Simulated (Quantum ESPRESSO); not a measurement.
# Core-hole calculation of the C K edge in Sc2CO (R-3m), part 4 of 4

What does one-electron theory with a core hole give for the C K edge of Sc2CO (R-3m)?

Quantum ESPRESSO 7.5; X-ray absorption near-edge structure, plane-wave PAW PBEsol, one-electron final states by a Lanczos continued fraction.

So far. Step 8 (Spectrum with XCH, C atom 4): Main maxima below 24 eV (height): 5.1 eV (2.29), 9.4 eV (1.03), 11.6 eV (1.92) and 16.0 eV (1.00). A K edge sees empty p states; the first features are C p mixed into the empty d states of the Sc neighbours, and the broad ones above probably into the cations' higher empty bands. Step 8 (Spectrum with XCH, C atom 4): The total-energy difference is 285.81 eV.

**13. Reference energy of the supercell**

Level of this step: plane-wave PAW DFT, PBEsol, scalar-relativistic, self-consistent field (Quantum ESPRESSO).

The cell and mesh change for the next run, so it gets a reference energy of its own.

File scf.in:

```
&control
   calculation='scf', prefix='x', pseudo_dir='../pp', outdir='tmp', tprnfor=.true.
/
&system
   ibrav=0, nat=12, ntyp=3, nbnd=59
   ecutwfc=50, ecutrho=450
   occupations='smearing', smearing='mv', degauss=0.015
/
&electrons
   conv_thr=1.2e-07, electron_maxstep=120
   mixing_beta=0.5
/
ATOMIC_SPECIES
Sc 1.0 Sc.pbesol-spn-kjpaw.UPF
O 1.0 O.pbesol-n-kjpaw.UPF
C 1.0 C.pbesol-n-kjpaw.UPF
CELL_PARAMETERS angstrom
  0.00000000 -1.87221894 5.29006396
  0.00000000 5.61665682 0.00000000
  -4.86416749 2.80832841 0.00000000
ATOMIC_POSITIONS crystal
Sc   0.26075788 0.75358596 0.00000000
Sc   0.26075788 0.08691929 0.33333333
Sc   0.26075788 0.42025263 0.66666667
Sc   0.73924212 0.24641404 0.00000000
Sc   0.73924212 0.57974737 0.33333333
Sc   0.73924212 0.91308071 0.66666667
O    0.00000000 0.00000000 0.00000000
O    0.00000000 0.33333333 0.33333333
O    0.00000000 0.66666667 0.66666667
C    0.50000000 0.50000000 0.00000000
C    0.50000000 0.83333333 0.33333333
C    0.50000000 0.16666667 0.66666667
K_POINTS automatic
3 4 4 0 0 0
```

Run with:

```sh
$ OMP_NUM_THREADS=1 mpirun --oversubscribe --bind-to none -np 4 pw.x -nk 4 -in scf.in > scf.out
```

The log of the run:

```text
     [... banner and references ...]
[banner, memory and clock lines left out]
Found identity + (  0.0000  0.3333  0.3333) symmetry
     This is a supercell, fractional translations are disabled
     using ibrav=0 with symmetry is DISCOURAGED, use correct ibrav instead

     G-vector sticks info

     bravais-lattice index     =            0
     lattice parameter (alat)  =      10.6044  a.u.
     unit-cell volume          =     975.3128 (a.u.)^3
[...]
atom    1 type  1   force =    -0.00000000    0.00004576   -0.00313804
     atom    2 type  1   force =    -0.00000200    0.00004403   -0.00313886
     atom    3 type  1   force =     0.00000200    0.00004403   -0.00313886
[...]
atom   11 type  3   force =     0.00000007    0.00000000    0.00000000
     atom   12 type  3   force =    -0.00000007    0.00000000    0.00000000

     Total force =     0.007689     Total SCF correction =     0.000081

     XML data file, charge density, pseudopotentials, collected wavefunctions
[key lines of the parts left out:]
!    total energy              =   -1109.89532210 Ry
the Fermi energy is    11.8520 ev
convergence has been achieved in  26 iterations
```

It took 75 s on 4 MPI ranks of Intel Xeon 6975P-C (Granite Rapids), shared host; peak memory 0.31 GiB; 5 min of CPU time.

Reference energy: -133865.888 eV with the cores included.

**14. Supercell with XCH, C atom 4**

A test of how far the result depends on this setting.

Changed against the first core-hole run: k-point spacing of the field to 0.6.

Changes to scf.in since step 13:

```diff
@@ -4,3 +4,3 @@
 &system
-   ibrav=0, nat=12, ntyp=3, nbnd=59
+   ibrav=0, nat=12, ntyp=4, nbnd=60
    ecutwfc=50, ecutrho=450
@@ -15,2 +15,3 @@
 O 1.0 O.pbesol-n-kjpaw.UPF
+C0 1.0 C.pbesol-n-kjpaw-1sch.UPF
 C 1.0 C.pbesol-n-kjpaw.UPF
@@ -30,3 +31,3 @@
 O    0.00000000 0.66666667 0.66666667
-C    0.50000000 0.50000000 0.00000000
+C0   0.50000000 0.50000000 0.00000000
 C    0.50000000 0.83333333 0.33333333
```

The log of the run:

```text
     [... banner and references ...]
[banner, memory and clock lines left out]
using ibrav=0 with symmetry is DISCOURAGED, use correct ibrav instead

     G-vector sticks info

     bravais-lattice index     =            0
     lattice parameter (alat)  =      10.6044  a.u.
     unit-cell volume          =     975.3128 (a.u.)^3
     number of atoms/cell      =           12
     number of atomic types    =            4
[...]
atom    1 type  1   force =    -0.00000000    0.00149696    0.00322715
     atom    2 type  1   force =    -0.00158522   -0.00067044    0.00203225
     atom    3 type  1   force =     0.00158522   -0.00067044    0.00203225
[...]
atom   11 type  4   force =    -0.00010507    0.00000000    0.00000000
     atom   12 type  4   force =     0.00010507    0.00000000    0.00000000

     Total force =     0.008154     Total SCF correction =     0.000049

     XML data file, charge density, pseudopotentials, collected wavefunctions
[key lines of the parts left out:]
!    total energy              =   -1114.32508115 Ry
the Fermi energy is    12.7738 ev
convergence has been achieved in  15 iterations
```

Wall time 50 s (4 MPI ranks); peak memory 0.32 GiB; 3.3 min of CPU time.

Energy with the hole: -133580.073 eV, cores included.

**15. Spectrum with XCH, C atom 4**

Changed against the first core-hole run: k-point spacing of the field to 0.6.

File xspectra.in:

```
&input_xspectra
   calculation='xanes_dipole', edge='K'
   prefix='x', outdir='tmp', xiabs=3, xe0=12.7738
   xonly_plot=.false., x_save_file='xanes.sav'
   xniter=3000, xcheck_conv=20, xerror=0.005
   xcoordcrys=.false., xepsilon(1)=1, xepsilon(2)=0, xepsilon(3)=0
/
&plot
   xnepoint=413, xemin=-10, xemax=45, terminator=.true., cut_occ_states=.true.
   xgamma=0.4
/
&pseudos
   filecore='../C.wfc'
/
&cut_occ
   cut_desmooth=0.1, cut_stepl=0.05, cut_stepu=0.05, cut_ierror=1e-5
/
6 7 7 0 0 0
```

Run with:

```sh
$ OMP_NUM_THREADS=1 mpirun --oversubscribe --bind-to none -np 4 xspectra.x -nk 4 -in xspectra.in > xspectra.out
```

The log of the run:

```text
     [... banner and references ...]
Reading input_file

     calculation: xanes_dipole

     xepsilon  [cartesian coordinates]:   1.000000   0.000000   0.000000

     xonly_plot: FALSE
        => complete calculation: Lanczos + spectrum plot

     filecore (core-wavefunction file): ../C.wfc

     main plot parameters:
        cut_occ_states: TRUE
        gamma_mode:  constant
        -> using xgamma [eV]:  0.40
        xemin [eV]: -10.00
        xemax [eV]:  45.00
        xnepoint:  413
        xe0 [eV]:  12.773800 (energy zero read in input file)

[...]
Results of STEP 1 successfully written in x_save_file
     x_save_file name:
     ->  xanes.sav
     x_save_file version:  2

     ... End STEP 1 ...

     ... Begin STEP 2 ...

     The spectrum is calculated using the following parameters:
        xe0 [eV]:   12.7738
        the occupied states are elimintate from the spectrum
        xemin [eV]: -10.00
        xemax [eV]:  45.00
        xnepoint:  413
        constant broadening parameter [eV]:    0.400
        Core level energy [eV]:  -284.2
         (from electron binding energy of neutral atoms in X-ray data booklet)

     Cross-section successfully written in xanes.dat

     ... End STEP 2 ...

                                END JOB XSpectra
```

Run time: 7.1 min. Hardware: 4 MPI ranks; peak memory 0.24 GiB.

```csv
E (eV),first run,this run
-2.0,0.05,0.05
-1.0,0.08,0.08
0.0,0.23,0.22
1.0,0.47,0.45
2.0,0.82,0.78
3.0,1.26,1.20
4.0,1.77,1.75
5.0,2.24,2.17
6.0,1.76,1.86
7.0,0.90,0.95
8.0,0.70,0.69
9.0,0.98,0.95
10.0,0.93,0.95
11.0,1.48,1.39
12.0,1.76,1.81
13.0,1.02,1.09
14.0,0.51,0.53
15.0,0.66,0.63
16.0,0.99,0.97
17.0,0.63,0.65
18.0,0.51,0.52
19.0,0.42,0.43
20.0,0.38,0.39
21.0,0.35,0.35
22.0,0.37,0.36
23.0,0.51,0.50
24.0,0.55,0.55
25.0,0.56,0.56
26.0,0.70,0.68
27.0,1.12,1.08
28.0,1.71,1.69
29.0,1.47,1.51
30.0,0.69,0.76
31.0,0.37,0.38
32.0,0.30,0.30
```

The scaled spectrum changes by 4 % r.m.s. The highest intensity below 16 eV goes from 5.1 eV (2.29) to 5.2 eV (2.29).

The photon energy of the zero moves by +0.01 eV.

**16. What the core hole does**

Both curves are counted from their own zero, so only the shift of weight within the empty states shows.

```csv
E (eV),no hole,XCH
-2.0,0.03,0.05
-1.0,0.06,0.08
0.0,0.15,0.23
1.0,0.27,0.47
2.0,0.38,0.82
3.0,0.54,1.26
4.0,0.73,1.77
5.0,1.08,2.24
6.0,1.28,1.76
7.0,2.26,0.90
8.0,1.38,0.70
9.0,0.84,0.98
10.0,0.89,0.93
11.0,0.91,1.48
12.0,0.97,1.76
13.0,1.89,1.02
14.0,1.90,0.51
15.0,0.90,0.66
16.0,0.73,0.99
17.0,1.10,0.63
18.0,0.90,0.51
19.0,0.71,0.42
20.0,0.55,0.38
21.0,0.46,0.35
22.0,0.39,0.37
23.0,0.37,0.51
24.0,0.47,0.55
25.0,0.50,0.56
26.0,0.52,0.70
27.0,0.52,1.12
28.0,0.73,1.71
29.0,1.25,1.47
30.0,1.77,0.69
31.0,1.79,0.37
32.0,0.67,0.30
```

With each curve scaled to its own mean, the area from −2 to 6 eV with the hole is 7.7 against 3.8, and the centre of weight from −1 to 20 eV moves by -1.7 eV: the hole pulls the absorber's empty states down.

**17. Runs not followed above**

These runs aren't followed: redraws of a spectrum that repeat one shown, runs with a planted fault or a state judged unsound, or a program's part that gave no sound spectrum.

| program | step | status | elapsed |
| --- | --- | --- | --- |
| Quantum ESPRESSO | spectrum with XCH, other settings | converged | 48 s |

**18. Outcome**

| Item | Value |
| --- | --- |
| absorber and edge | C K, atom 4 of the ground-state input (counted from 1) |
| surroundings | 6 Sc at 2.26 Å (octahedral, site symmetry -3m) |
| highest intensity below 16 eV | 5.1 eV above the zero, height 2.29 |
| photon energy of the zero, with the added terms | 279.1 eV (raw 285.8 eV; PBEsol puts this hole about 2 eV below PBE, itself good to a few eV) |

The C K edge of atom 4, with 6 Sc at 2.26 Å (octahedral, site symmetry -3m), has its highest intensity of the first 16 eV at 5.1 eV above the zero, near 284 eV in photon energy (PBEsol puts this hole about 2 eV below PBE, itself good to a few eV), 2.3 times the mean level of the first 20 eV (Lorentzian half width 0.4 eV). With each curve scaled to its own mean, the area from −2 to 6 eV with the hole is 7.7 against 3.8, and the centre of weight from −1 to 20 eV moves by -1.7 eV: the hole pulls the absorber's empty states down. A cell with holes 3.2 Å apart changes the curve by 35 % r.m.s. (12 % after the best shift). Changing the k-point spacing of the field to 0.6 alters the shape by 4 % r.m.s., so this setting is converged. At the C K edge of atom 4 polarisation matters most near 12.3 eV, where the curves differ by 0.8 on this scale. The unit cell's mesh shows no gap over 0.35 eV. That is right for a metallic compound; for a small-gap or correlated insulator it would be the fault of the functional or of the assumed magnetic order, and the hole would be screened too well. The holes are only 5.6 Å apart, so the shape is probably not converged with cell size; no larger cell was run here. The structure is a computed Materials Project entry and may be a hypothetical form.

[Banner, clock and machine lines of the logs are left out without a mark of their own.]

[Logs are printed without paths, hosts, clocks, repeated set-up lines and the standing remarks that a program may print on its own settings, such as how far it seeks lower states.]

[Hosts, paths, dates, database ids (printed as entryN), source tags and the programs' standing remarks are cut or masked in the printed files.]

[Lists of maxima count a maximum above −3 eV only where it reaches 4 % of the highest in the window and stands out from its surroundings by 2 % of it (1.5 % where it reaches 55 %); shoulders and weaker maxima are passed over, and of the rest the first, up to two pre-edge ones and the few strongest are named.]
